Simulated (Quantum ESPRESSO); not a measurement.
# H on hollow sites of Ta(110), stepped through the coverage, part 6 of 10

Wanted: a table for H on hollow sites of Ta(110) against the coverage, and what can be fitted to it.

Quantum ESPRESSO 7.5; plane-wave DFT, PBE, GBRV ultrasoft pseudopotentials.

So far. Step 6 (Ground state, 0 ML): Inside the slab this potential holds the local part of the pseudopotentials, which can be repulsive at the nuclei; only its value in the vacuum has a meaning of its own. Step 7 (Relaxation with pw.x, 0.1111 ML): The relaxation lowers the energy by 10 meV an atom. On the free atoms the largest force ends at 0.030 eV/Å.

## Step 8: SCF with pw.x, 0.1111 ML

Input file m1.esm.in:

```
&control
  prefix = 'm1.esm'
  outdir = './out'
  pseudo_dir = './pseudo'
  calculation = 'scf'
  tprnfor = .true.
/
&system
  ibrav = 0
  nat = 28
  ntyp = 2
  ecutwfc = 40
  ecutrho = 200
  occupations = 'smearing'
  smearing = 'mv'
  degauss = 0.02
  assume_isolated = 'esm'
  esm_bc = 'bc1'
/
&electrons
  conv_thr = 1e-07
  mixing_beta = 0.25
  electron_maxstep = 160
  mixing_mode = 'local-TF'
  mixing_ndim = 12
/
ATOMIC_SPECIES
  Ta  180.9479  ta_pbe_v1.uspp.F.UPF
  H   1.0080  h_pbe_v1.4.uspp.F.UPF
CELL_PARAMETERS angstrom
  7.03570887363263 -4.97499745500000 0.00000000000000
  7.03570887363263 4.97499745500000 0.00000000000000
  0.00000000000000 0.00000000000000 19.94875422306296
ATOMIC_POSITIONS crystal
  Ta  0.886666666700 0.886666666700 -0.142197573550
  Ta  0.886666666700 0.220000000000 -0.142197573550
  Ta  0.886666666700 0.553333333300 -0.142197573550
  Ta  0.220000000000 0.886666666700 -0.142197573550
  Ta  0.220000000000 0.220000000000 -0.142197573550
  Ta  0.220000000000 0.553333333300 -0.142197573550
  Ta  0.553333333300 0.886666666700 -0.142197573550
  Ta  0.553333333300 0.220000000000 -0.142197573550
  Ta  0.553333333300 0.553333333300 -0.142197573550
  Ta  0.053333333300 0.053333333300 -0.024634528450
  Ta  0.053333333300 0.386666666700 -0.024634528450
  Ta  0.053333333300 0.720000000000 -0.024634528450
  Ta  0.386666666700 0.053333333300 -0.024634528450
  Ta  0.386666666700 0.386666666700 -0.024634528450
  Ta  0.386666666700 0.720000000000 -0.024634528450
  Ta  0.720000000000 0.053333333300 -0.024634528450
  Ta  0.720000000000 0.386666666700 -0.024634528450
  Ta  0.720000000000 0.720000000000 -0.024634528450
  Ta  0.884444000500 0.884444000500 0.087964380650
  Ta  0.889304097100 0.217912014100 0.089849084550
  Ta  0.885368268700 0.550285301500 0.088619211950
  Ta  0.217912014100 0.889304097100 0.089849084550
  Ta  0.224734794600 0.224734794600 0.087696476950
  Ta  0.220029615700 0.556541098400 0.088325068350
  Ta  0.550285301500 0.885368268700 0.088619211950
  Ta  0.556541098400 0.220029615700 0.088325068350
  Ta  0.553352693500 0.553352693500 0.088406543450
  H   0.005354360200 0.005354360200 0.142197573550
K_POINTS automatic
  3 3 1 0 0 0
```

Command:

```bash
$ OMP_NUM_THREADS=1 mpirun -n 16 pw.x -nk 1 -in m1.esm.in > m1.esm.out
```

The program printed:

```text
[banner, memory and clock lines left out]
Program PWSCF v.7.5 starts
[...]
Message from routine setup:
[...]
number of electrons       =       352.00
     number of Kohn-Sham states=          211
     kinetic-energy cutoff     =      40.0000  Ry
     charge density cutoff     =     200.0000  Ry
[...]
number of k points=     4  Marzari-Vanderbilt smearing, width (Ry)=  0.0200
[...]
Dense  grid:   450085 G-vectors     FFT dimensions: (  75,  75, 180)
[...]
negative rho (up, down):  2.540E+00 0.000E+00
     Starting wfcs are  352 randomized atomic wfcs
[...]
negative rho (up, down):  2.554E+00 0.000E+00
[...]
estimated scf accuracy    <      10.87082852 Ry
[...]
negative rho (up, down):  2.613E+00 0.000E+00
[...]
estimated scf accuracy    <       7.37855342 Ry
[...]
negative rho (up, down):  2.597E+00 0.000E+00
[...]
estimated scf accuracy    <       0.90177064 Ry
[...]
negative rho (up, down):  2.593E+00 0.000E+00
[...]
estimated scf accuracy    <       1.03369005 Ry
[...]
negative rho (up, down):  2.616E+00 0.000E+00
[...]
estimated scf accuracy    <       1.33220090 Ry
[...]
negative rho (up, down):  2.618E+00 0.000E+00
[...]
estimated scf accuracy    <       0.21922400 Ry
[...]
negative rho (up, down):  2.609E+00 0.000E+00
[...]
estimated scf accuracy    <       0.08527062 Ry
[...]
negative rho (up, down):  2.619E+00 0.000E+00
[...]
estimated scf accuracy    <       0.24949072 Ry
[...]
negative rho (up, down):  2.642E+00 0.000E+00
[...]
estimated scf accuracy    <       0.85186253 Ry
[...]
negative rho (up, down):  2.643E+00 0.000E+00
[...]
estimated scf accuracy    <       2.57587163 Ry
[...]
negative rho (up, down):  2.641E+00 0.000E+00
[...]
estimated scf accuracy    <       2.29099143 Ry
[...]
negative rho (up, down):  2.635E+00 0.000E+00
[...]
estimated scf accuracy    <       1.53077463 Ry
[...]
negative rho (up, down):  2.635E+00 0.000E+00
[...]
estimated scf accuracy    <       0.22675872 Ry
[...]
negative rho (up, down):  2.638E+00 0.000E+00
[...]
estimated scf accuracy    <       0.19728289 Ry
[...]
negative rho (up, down):  2.645E+00 0.000E+00
[...]
estimated scf accuracy    <       0.17788965 Ry
[...]
negative rho (up, down):  2.645E+00 0.000E+00
[...]
estimated scf accuracy    <       0.04111221 Ry
[...]
negative rho (up, down):  2.640E+00 0.000E+00
[...]
estimated scf accuracy    <       0.06069423 Ry
[...]
negative rho (up, down):  2.639E+00 0.000E+00
[...]
estimated scf accuracy    <       0.04427110 Ry
[...]
negative rho (up, down):  2.639E+00 0.000E+00
[...]
estimated scf accuracy    <       0.00706851 Ry
[...]
negative rho (up, down):  2.639E+00 0.000E+00
[...]
estimated scf accuracy    <       0.00135797 Ry
[...]
negative rho (up, down):  2.638E+00 0.000E+00
[...]
estimated scf accuracy    <       0.00162700 Ry
[...]
negative rho (up, down):  2.638E+00 0.000E+00
[...]
estimated scf accuracy    <       0.00193606 Ry
[...]
negative rho (up, down):  2.638E+00 0.000E+00
[...]
estimated scf accuracy    <       0.00181637 Ry
[...]
negative rho (up, down):  2.637E+00 0.000E+00
[...]
estimated scf accuracy    <       0.00249141 Ry
[...]
negative rho (up, down):  2.637E+00 0.000E+00
[...]
estimated scf accuracy    <       0.00546832 Ry
[...]
negative rho (up, down):  2.637E+00 0.000E+00
[...]
estimated scf accuracy    <       0.00279802 Ry
[...]
negative rho (up, down):  2.637E+00 0.000E+00
[...]
estimated scf accuracy    <       0.00172258 Ry
[...]
negative rho (up, down):  2.638E+00 0.000E+00
[...]
estimated scf accuracy    <       0.00093200 Ry
[...]
negative rho (up, down):  2.641E+00 0.000E+00
[...]
estimated scf accuracy    <       0.00100428 Ry
[...]
negative rho (up, down):  2.641E+00 0.000E+00
[...]
estimated scf accuracy    <       0.00118549 Ry
[...]
negative rho (up, down):  2.639E+00 0.000E+00
[...]
estimated scf accuracy    <       0.00115268 Ry
[...]
negative rho (up, down):  2.639E+00 0.000E+00
[...]
estimated scf accuracy    <       0.00048753 Ry
[...]
negative rho (up, down):  2.640E+00 0.000E+00
[...]
estimated scf accuracy    <       0.00024502 Ry
[...]
negative rho (up, down):  2.639E+00 0.000E+00
[...]
estimated scf accuracy    <       0.00004960 Ry
[...]
negative rho (up, down):  2.639E+00 0.000E+00
[...]
estimated scf accuracy    <       0.00000956 Ry
[...]
negative rho (up, down):  2.639E+00 0.000E+00
[...]
estimated scf accuracy    <       0.00001010 Ry
[...]
negative rho (up, down):  2.639E+00 0.000E+00
[...]
estimated scf accuracy    <       0.00000874 Ry
[...]
negative rho (up, down):  2.639E+00 0.000E+00
[...]
estimated scf accuracy    <       0.00000765 Ry
[...]
negative rho (up, down):  2.640E+00 0.000E+00
[...]
estimated scf accuracy    <       0.00000368 Ry
[...]
negative rho (up, down):  2.639E+00 0.000E+00
[...]
estimated scf accuracy    <       0.00001013 Ry
[...]
negative rho (up, down):  2.639E+00 0.000E+00
[...]
estimated scf accuracy    <       0.00000226 Ry
[...]
negative rho (up, down):  2.640E+00 0.000E+00
[...]
estimated scf accuracy    <       0.00000055 Ry
[...]
negative rho (up, down):  2.640E+00 0.000E+00
[...]
estimated scf accuracy    <       0.00000022 Ry
[...]
negative rho (up, down):  2.640E+00 0.000E+00
[...]
estimated scf accuracy    <       0.00000013 Ry
[...]
negative rho (up, down):  2.640E+00 0.000E+00
[...]
the Fermi energy is    -4.8191 ev
!    total energy              =   -3830.42168510 Ry
     estimated scf accuracy    <       0.00000009 Ry
     smearing contrib. (-TS)   =       0.00583833 Ry
     internal energy E=F+TS    =   -3830.42752343 Ry
[...]
one-electron contribution =   25866.58434126 Ry
     hartree contribution      =  -13063.67784831 Ry
     xc contribution           =   -1139.24505256 Ry
     ewald contribution        =  -15494.08896383 Ry
     convergence has been achieved in  45 iterations
     negative rho (up, down):  2.640E+00 0.000E+00
[...]
Total force =     0.069278     Total SCF correction =     0.001516
[...]
```

Wall time 9.3 min (16 MPI ranks of Arm Neoverse V2, shared host); peak memory 5 GiB; 2.5 h of CPU time.

Read from the output:

```
free energy                                                    : -52115.5420 eV
Fermi energy                                                   : -4.819 eV
vacuum line at the lower end of the cell, over the Fermi level : 4.887 eV
vacuum line at the upper end of the cell, over the Fermi level : 4.751 eV
```

Inside the slab this potential holds the local part of the pseudopotentials, which can be repulsive at the nuclei; only its value in the vacuum has a meaning of its own.

(Continued in part 7 of 10.)

[Logs are printed without paths, hosts, clocks, repeated set-up lines and the standing remarks that a program may print on its own settings, such as how far it seeks lower states.]

[Hosts, paths, dates, database ids (printed as entryN), source tags and the programs' standing remarks are cut or masked in the printed files.]

[Maps of the electrostatic potential energy from Ansatz leave out the sawtooth potential of an applied field or a dipole correction, so their vacuum need not be flat; planar profiles and work functions include it.]
